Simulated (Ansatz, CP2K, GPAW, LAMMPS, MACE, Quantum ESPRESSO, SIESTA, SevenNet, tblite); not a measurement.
# Running ionic liquid ethylpyridinium dicyanamide with Li salt at 400 K (98 atoms) with SIESTA

Wanted: SIESTA inputs and outputs for ionic liquid ethylpyridinium dicyanamide with Li salt at 400 K (98 atoms), checked against a plane-wave reference.

Method: the method is named at each step, in SIESTA 5.4.2.

## 1. Set-up

The cell holds 98 atoms: 38 C, 19 N, 40 H and 1 Li. Cell: a = 10.520 Å, b = 10.520 Å, c = 10.520 Å, α = 90.0°, β = 90.0°, γ = 90.0°. 4 ethylpyridinium, 5 dicyanamide, 1 Li+ placed at random, at 1.1 g/cm³; overlaps pushed apart, then 10 ps at 700 K with Joung-Cheatham ions (J. Phys. Chem. B 112, 9020 (2008)); MMFF94 bonds, angles, torsions, charges and radii (Halgren, J. Comput. Chem. 17, 490 (1996)) in harmonic and 12-6 forms; charges of ions scaled by 0.8. Snapshot after 30 ps at 400 K and fixed volume.

The yardstick, on the same geometry:

```
method                                           : Kohn-Sham DFT, PBE, PAW, plane waves (Ansatz 0.2.0); cutoff 420 eV, Γ point, fermi-dirac smearing of 0.05 eV; PAW set soft_2
r.m.s. force component                           : 1.687 eV/Å
longest force                                    : 9.652 eV/Å
pressure                                         : 0.7686 GPa
gap (highest filled to lowest empty level) : 1.781 eV
SCF cycles                                       : 11
time                                             : 5.9 s on 8 threads of Arm Neoverse V2, shared host
CPU time                                         : 41 s
```

## 2. PBE, DZP, shift 0.01 Ry, mesh 500 Ry

Method: Kohn-Sham DFT, PBE, PseudoDojo 0.4.1 norm-conserving pseudopotentials (converted to PSML), numerical atomic orbitals (DZP), diagonalisation.

The .psml files are PseudoDojo norm-conserving potentials that we converted to this format, checked against plane waves on the same files for H, C, O, Si, Ge and Ca alone.

Contents of input.fdf:

```
SystemLabel cell
NumberOfAtoms 98
NumberOfSpecies 4
%block ChemicalSpeciesLabel
  1 6 C
  2 7 N
  3 1 H
  4 3 Li
%endblock ChemicalSpeciesLabel
LatticeConstant 1.0 Ang
%block LatticeVectors
  10.51987 0.00000 0.00000
  0.00000 10.51987 0.00000
  0.00000 0.00000 10.51987
%endblock LatticeVectors
PAO.BasisSize DZP
PAO.EnergyShift 0.01 Ry
PAO.Polarization.NonPerturbative T
XC.Functional GGA
XC.Authors PBE
MeshCutoff 500 Ry
%block kgrid_Monkhorst_Pack
  1 0 0 0.0
  0 1 0 0.0
  0 0 1 0.0
%endblock kgrid_Monkhorst_Pack
SolutionMethod diagon
OccupationFunction FD
ElectronicTemperature 580 K
SCF.Mixer.Method Pulay
SCF.Mixer.Weight 0.15
SCF.Mixer.History 8
SCF.Mix Hamiltonian
MaxSCFIterations 300
SCF.DM.Tolerance 1e-04
SCF.H.Tolerance 1.0e-3 eV
WriteForces T
Write.HirshfeldPop T
Write.VoronoiPop T
Write.DM F
Write.H F
XML.Write F
AtomicCoordinatesFormat Fractional
%block AtomicCoordinatesAndAtomicSpecies
  0.48108 0.82770 0.88190 1
  0.41822 0.86185 0.00015 1
  0.29046 0.90593 0.95593 2
  0.18525 0.83410 0.97961 1
  0.06363 0.85992 0.94317 1
  0.04647 0.96711 0.86640 1
  0.15774 0.02770 0.82950 1
  0.27318 0.00698 0.88336 1
  0.42768 0.76785 0.81654 3
  0.51546 0.91542 0.84029 3
  0.54236 0.75070 0.89621 3
  0.41584 0.78611 0.07034 3
  0.46891 0.93993 0.04083 3
  0.20087 0.75131 0.04495 3
  0.98214 0.79665 0.96400 3
  0.95392 0.00900 0.83488 3
  0.13758 0.11843 0.78356 3
  0.36010 0.05806 0.86420 3
  0.93935 0.89156 0.31354 1
  0.97424 0.95356 0.43926 1
  0.04877 0.86773 0.51030 2
  0.00450 0.75578 0.54845 1
  0.08681 0.67097 0.61404 1
  0.20886 0.70284 0.64304 1
  0.25315 0.82332 0.60758 1
  0.17130 0.89747 0.53397 1
  0.90321 0.96606 0.25105 3
  0.02403 0.85033 0.27515 3
  0.87833 0.81304 0.32055 3
  0.01547 0.04539 0.44431 3
  0.88295 0.96152 0.49643 3
  0.90303 0.72737 0.54736 3
  0.04202 0.59074 0.65022 3
  0.27232 0.63948 0.69311 3
  0.34810 0.85981 0.63064 3
  0.20811 0.97692 0.48329 3
  0.66833 0.46971 0.96114 1
  0.80850 0.47827 0.93868 1
  0.87660 0.40547 0.03628 2
  0.93451 0.30111 0.00904 1
  0.01594 0.24532 0.09921 1
  0.01363 0.28750 0.22141 1
  0.94596 0.39238 0.25018 1
  0.88320 0.45106 0.15560 1
  0.64468 0.37442 0.97468 3
  0.65089 0.52077 0.04621 3
  0.61272 0.51821 0.88863 3
  0.82666 0.43758 0.83254 3
  0.82680 0.58294 0.94053 3
  0.91836 0.26998 0.91211 3
  0.06185 0.15209 0.08976 3
  0.04931 0.22618 0.29363 3
  0.93548 0.41857 0.35076 3
  0.83931 0.54390 0.16970 3
  0.44295 0.44012 0.55761 1
  0.39070 0.48310 0.42785 1
[... 38 atom lines left out ...]
  0.74129 0.07366 0.03428 2
  0.66945 0.11425 0.92374 1
  0.61305 0.14973 0.83736 2
  0.64310 0.04636 0.66996 4
%endblock AtomicCoordinatesAndAtomicSpecies
```

On the command line:

```console
$ OMP_NUM_THREADS=1 mpirun -np 2 siesta < input.fdf > output.txt
```

The program printed:

```text
Version         : 5.4.2
reinit: System Name:
reinit: System Label: cell
initatom: Reading input for the pseudopotentials and atomic orbitals ----------
Species number:   1 Atomic number:    6 Label: C
Species number:   2 Atomic number:    7 Label: N
Species number:   3 Atomic number:    1 Label: H
Species number:   4 Atomic number:    3 Label: Li
Ground state valence configuration (from tables):   2s02  2p02  3d00  4f00
Ground state valence configuration (from tables):   2s02  2p03  3d00  4f00
Ground state valence configuration (from tables):   1s01  2p00  3d00  4f00
Ground state valence configuration (from tables):   2s01  2p00  3d00  4f00
---- Processing specs for species: C
GGA--PBE XC_GGA_X_PBE--XC_GGA_C_PBE pb
---- Processing specs for species: N
GGA--PBE XC_GGA_X_PBE--XC_GGA_C_PBE pb
---- Processing specs for species: H
GGA--PBE XC_GGA_X_PBE--XC_GGA_C_PBE pb
---- Processing specs for species: Li
GGA--PBE XC_GGA_X_PBE--XC_GGA_C_PBE pb
Semicore shell(s) with  2 electrons included in the valence for Li
Semicore shell(s): 1s
C pseudopotential only contains V_ls up to l=1 -- lmxkb reset.
N pseudopotential only contains V_ls up to l=1 -- lmxkb reset.
H pseudopotential only contains V_ls up to l=1 -- lmxkb reset.
Li pseudopotential only contains V_ls up to l=1 -- lmxkb reset.
Using PAO.SplitTailNorm
%block ChemicalSpeciesLabel
    1    6 C                       # Species index, atomic number, species label
    2    7 N                       # Species index, atomic number, species label
    3    1 H                       # Species index, atomic number, species label
    4    3 Li                      # Species index, atomic number, species label
%endblock ChemicalSpeciesLabel
%block PAO.Basis                 # Define Basis set
C                     3                    # Species label, number of l-shells
 n=2   0   2                         # n, l, Nzeta
   4.484      3.048
   1.000      1.000
 n=2   1   2                         # n, l, Nzeta
   5.436      3.692
[...]
n=3   2   1                         # n, l, Nzeta
   5.436
   1.000
N                     3                    # Species label, number of l-shells
[...]
4.781
[...]
H                     2                    # Species label, number of l-shells
[...]
Li                    3                    # Species label, number of l-shells
[...]
n=2   0   2                         # n, l, Nzeta
   8.986      6.783
   1.000      1.000
 n=2   1   1                         # n, l, Nzeta
   8.986
   1.000
%endblock PAO.Basis
coor:   Atomic-coordinates input format  =     Fractional
siesta: System type = bulk
initatomlists: Number of atoms, orbitals, and projectors:     98   947   664
siesta: ******************** Simulation parameters ****************************
Total number of electrons:   290.000000
Total ionic charge:   290.000000
 Kpoints in:            1 . Kpoints trimmed:            1
siesta: k-grid: Number of k-points = 1
siesta: k-points from Monkhorst-Pack grid
siesta: k-cutoff (effective) =     5.260 Ang
siesta: k-point supercell and displacements
siesta: k-grid:     1     0     0      0.000
siesta: k-grid:     0     1     0      0.000
siesta: k-grid:     0     0     1      0.000
                     ====================================
                        Single-point calculation
                     ====================================
outcell: Unit cell vectors (Ang):
       10.519870    0.000000    0.000000
        0.000000   10.519870    0.000000
        0.000000    0.000000   10.519870
outcell: Cell vector modules (Ang)   :   10.519870   10.519870   10.519870
outcell: Cell angles (23,13,12) (deg):     90.0000     90.0000     90.0000
outcell: Cell volume (Ang**3)        :   1164.2094
Gamma-point calculation with multiply-connected orbital pairs
Gamma-point calculation with multiply-connected orbital pairs
Folding of H and S implicitly performed
Folding of H and S implicitly performed
new_DM -- step:     1
Initializing Density Matrix...
Attempting to read DM from file... Failed...
DM filled with atomic data:
InitMesh: MESH = 144 x 144 x 144 = 2985984
InitMesh: Mesh cutoff (required, used) =   500.000   517.853 Ry
stepf: Fermi-Dirac step function
        iscf     Eharris(eV)        E_KS(eV)     FreeEng(eV)     dDmax    Ef(eV) dHmax(eV)
   scf:    1   -12378.037429   -12347.890027   -12347.890027  1.937168 -5.492029  8.654420
   scf:    2   -12382.243053   -12368.036413   -12368.036413  0.068502 -5.196398  4.652073
   scf:    3   -12377.148596   -12374.225866   -12374.225866  0.084099 -5.003060  2.074252
[...]
scf:   13   -12375.520617   -12375.520615   -12375.520616  0.000138 -4.673517  0.000657
   scf:   14   -12375.520616   -12375.520616   -12375.520616  0.000038 -4.673518  0.000481
SCF Convergence by DM+H criterion
max |DM_out - DM_in|         :     0.0000382658
max |H_out - H_in|      (eV) :     0.0004812425
SCF cycle converged after 14 iterations
Using DM_out to compute the final energy and forces
siesta: E_KS(eV) =           -12375.5206
siesta: E_KS - E_eggbox =    -12375.5206
siesta: Atomic forces (eV/Ang):
     1    0.159745   -0.596262   -1.384193
     2   -1.513342    0.171066   -0.200966
     3   -1.402527   -1.642471    2.050536
[...]
97   -3.535772    2.373089   -5.645952
    98   -0.010036    0.529661   -0.156467
----------------------------------------
   Tot   -0.000110   -0.003375   -0.003262
----------------------------------------
   Max   12.402067
   Res    2.306591    sqrt( Sum f_i^2 / 3N )
----------------------------------------
   Max   12.402067    constrained
Stress tensor Voigt[x,y,z,yz,xz,xy] (kbar):      -47.80      -61.42      -43.32       -4.01        7.66       -3.45
(Free)E + p*V (eV/cell)   -12338.5739
Target enthalpy (eV/cell)   -12375.5206
siesta: Program's energy decomposition (eV):
siesta: Ebs     =     -4054.804583
siesta: Eions   =     20715.659853
siesta: Ena     =      5117.342829
siesta: Ekin    =      8549.055284
siesta: Enl     =      -908.612613
siesta: DEna    =      -266.229504
siesta: DUscf   =        28.118486
siesta: Ex      =     -3850.759494
siesta: Ec      =      -328.775751
siesta: Exc     =     -4179.535245
siesta: Eharris =    -12375.520616
siesta: Etot    =    -12375.520616
siesta: FreeEng =    -12375.520616
siesta: Final energy (eV):
siesta:  Band Struct. =   -4054.804583
siesta:       Kinetic =    8549.055284
siesta:       Hartree =    6576.955147
siesta:         Exch. =   -3850.759494
siesta:         Corr. =    -328.775751
siesta:   Exch.-corr. =   -4179.535245
siesta:  Ion-electron =  -21091.567924
siesta:       Ion-ion =   -2230.427878
siesta:         Total =  -12375.520616
siesta:         Fermi =      -4.673518
siesta: Stress tensor (static) (eV/Ang**3):
siesta:    -0.029834   -0.002153    0.004780
siesta:    -0.002153   -0.038335   -0.002504
siesta:     0.004780   -0.002504   -0.027037
siesta: Cell volume =       1164.209447 Ang**3
siesta: Pressure (static):
siesta:                Solid            Molecule  Units
siesta:           0.00034564          0.00001621  Ry/Bohr**3
siesta:           0.03173545          0.00148878  eV/Ang**3
siesta:          50.84580184          2.38529358  kBar
    Orbital volume contribution        =          30.903108 eV
    (Free)E + p_basis*V_orbitals       =      -12344.617508 eV
    (Free)Eharris+ p_basis*V_orbitals  =      -12344.617508 eV
Hirshfeld Atomic Populations:
Atom #   charge [q] valence [e]  Species
     1    -0.086152    4.086152  C
     2     0.038703    3.961297  C
     3     0.112018    4.887982  N
     4     0.054758    3.945242  C
[...]
9     0.026481    0.973519  H
    10     0.028354    0.971646  H
    11     0.034267    0.965733  H
[...]
21     0.118268    4.881732  N
[...]
39     0.112828    4.887172  N
[...]
98     0.067857    2.932143  Li
--------------------
 Total    -0.000007
Voronoi Atomic Populations:
Atom #   charge [q] valence [e]  Species
[...]
71     0.038339    0.961661  H
    72     0.055111    0.944889  H
[...]
94     0.065409    3.934591  C
    95    -0.227251    5.227251  N
    96     0.094127    3.905873  C
    97    -0.191894    5.191894  N
    98    -0.000491    3.000491  Li
--------------------
 Total    -0.000007
```

Elapsed: 1.9 min, on 2 MPI ranks of Arm Neoverse V2, shared host; peak memory 1.7 GiB; 3.7 min of CPU time.

Banners, paths, timers and routine set-up lines are dropped from the logs unmarked, and long logs keep their key lines alone; longer cuts are marked.

Numbers from this run, and their distance from the reference:

```yaml
r_m_s_force_component: 2.307 eV/Å
r_m_s_difference_of_force_components: 882 meV/Å
longest_difference_of_force_vectors: 4191 meV/Å
force_difference_over_r_m_s_force: 52.27 %
slope_of_forces_against_the_reference_s: 1.298
correlation_of_force_components: 0.9493
spacing_of_highest_filled_and_lowest_empty_level: 1.719 eV
gap_difference: -0.062 eV
pressure: 5.085 GPa
pressure_difference: 4.316 GPa
```

This run lies far from the reference in forces at the same functional.

Length of the force difference by element (eV/Å):

```csv
element,atoms,mean,most
C,38,1.0,3.4
H,40,0.60,0.84
Li,1,0.068,0.068
N,19,2.2,4.2
```

Levels nearest the highest filled one (eV from it): -2.40, -2.28, -1.76, -1.75, -1.66, -1.55, -1.36, -0.60, -0.47, -0.22, -0.01, 0.00, 1.72, 1.78, 1.85, 2.05, 2.38, 2.52, 2.62, 2.88, 3.65, 3.91, 4.00, 4.17.

Local excerpt of 9 atoms (numbers count through the whole input) about H36, picked at random; x, y, z are measured from there.

```csv
atom,x,y,z,distance (Å),bonds,Hirshfeld charge (e),Fx,Fy,Fz (eV/Å)
H36,0.00,0.00,0.00,0.00,1,0.04,0.36,1.59,-0.32
C26,-0.39,-0.84,0.53,1.06,3,0.06,1.11,-0.19,0.46
N21,-1.68,-1.15,0.28,2.05,3,0.12,1.71,-0.45,0.62
C25,0.47,-1.62,1.31,2.13,3,0.00,-0.34,-0.10,-0.44
H30,-2.03,0.72,-0.41,2.19,1,0.03,0.97,1.65,-0.54
N92,0.80,-0.99,-2.09,2.45,1,-0.23,-2.23,-0.50,-1.27
H35,1.47,-1.23,1.55,2.47,1,0.04,0.26,0.01,-0.19
C20,-2.46,-0.25,-0.46,2.52,4,0.03,-3.87,-1.06,0.38
C91,1.92,-0.79,-1.79,2.74,2,0.05,5.98,1.29,3.20
```

Forces lie 52 % from the reference's, at 5.5 times its CPU time (on 2 against 8 cores).

## 3. PBE, TZP, shift 0.01 Ry, mesh 500 Ry

Method: Kohn-Sham DFT, PBE, PseudoDojo 0.4.1 norm-conserving pseudopotentials (converted to PSML), numerical atomic orbitals (TZP), diagonalisation.

input.fdf: that of step 2 with these lines changed.

```diff
@@ -15,3 +15,3 @@
 %endblock LatticeVectors
-PAO.BasisSize DZP
+PAO.BasisSize TZP
 PAO.EnergyShift 0.01 Ry
```

On the command line:

```console
$ OMP_NUM_THREADS=1 mpirun -np 4 siesta < input.fdf > output.txt
```

The program printed:

```text
Version         : 5.4.2
reinit: System Name:
reinit: System Label: cell
initatom: Reading input for the pseudopotentials and atomic orbitals ----------
Species number:   1 Atomic number:    6 Label: C
Species number:   2 Atomic number:    7 Label: N
Species number:   3 Atomic number:    1 Label: H
Species number:   4 Atomic number:    3 Label: Li
Ground state valence configuration (from tables):   2s02  2p02  3d00  4f00
Ground state valence configuration (from tables):   2s02  2p03  3d00  4f00
[... lines left out ...]
        iscf     Eharris(eV)        E_KS(eV)     FreeEng(eV)     dDmax    Ef(eV) dHmax(eV)
[... lines left out ...]
SCF Convergence by DM+H criterion
[... lines left out ...]
SCF cycle converged after 14 iterations
[... lines left out ...]
   Max   12.109169
[... lines left out ...]
   Max   12.109169    constrained
Stress tensor Voigt[x,y,z,yz,xz,xy] (kbar):      -45.41      -58.98      -40.91       -3.36        7.38       -3.27
[... lines left out ...]
siesta: FreeEng =    -12378.529761
[... lines left out ...]
siesta:         Fermi =      -4.686070
[... lines left out ...]
siesta: Cell volume =       1164.209447 Ang**3
siesta: Pressure (static):
siesta:                Solid            Molecule  Units
siesta:           0.00032923          0.00000570  Ry/Bohr**3
siesta:           0.03022868          0.00052327  eV/Ang**3
siesta:          48.43168062          0.83837370  kBar
    Orbital volume contribution        =          37.973978 eV
    (Free)E + p_basis*V_orbitals       =      -12340.555783 eV
    (Free)Eharris+ p_basis*V_orbitals  =      -12340.555783 eV
Hirshfeld Atomic Populations:
Atom #   charge [q] valence [e]  Species
     1    -0.086820    4.086820  C
     2     0.038225    3.961775  C
     3     0.106618    4.893382  N
     4     0.055922    3.944078  C
[...]
9     0.027317    0.972683  H
    10     0.029369    0.970631  H
    11     0.035229    0.964771  H
[...]
21     0.113040    4.886960  N
[...]
39     0.107761    4.892239  N
[...]
98     0.071997    2.928003  Li
--------------------
 Total    -0.000006
Voronoi Atomic Populations:
Atom #   charge [q] valence [e]  Species
[...]
71     0.040636    0.959364  H
    72     0.056189    0.943811  H
[...]
94     0.069933    3.930067  C
    95    -0.235817    5.235817  N
    96     0.097674    3.902326  C
    97    -0.195492    5.195492  N
    98     0.003693    2.996307  Li
--------------------
 Total    -0.000006
```

Elapsed: 75 s, on 4 MPI ranks; peak memory 2.4 GiB.

Against the reference:

- r.m.s. force component: 2.253 eV/Å
- r.m.s. difference of force components: 825.6 meV/Å
- longest difference of force vectors: 3865 meV/Å
- force difference over r.m.s. force: 48.93 %
- slope of forces against the reference's: 1.272
- correlation of force components: 0.9524
- gap (highest filled to lowest empty level): 1.709 eV
- gap difference: -0.0716 eV
- pressure: 4.843 GPa
- pressure difference: 4.075 GPa

This run lies far from the reference in forces at the same functional.

Against the first run (52 %), the force difference from the reference is 49 %, at 1.3 times the CPU time (on 4 against 2 cores), with 1216 basis functions against 947.

(Continued in part 2 of 2.)

[Also dropped from logs without a mark: logging warnings of Python, and SIESTA's first energy breakdown and zero terms.]

[Logs are printed without paths, hosts, clocks, repeated set-up lines and the standing remarks that a program may print on its own settings, such as how far it seeks lower states.]

[Hosts, paths, dates, database ids (printed as entryN), source tags and the programs' standing remarks are cut or masked in the printed files.]

[The MMFF94 radii named for the starting cell were scaled by 0.96; in molecules described by MMFF94, hydrogen bound to N, O or S took a small fixed 12-6 site in their place.]
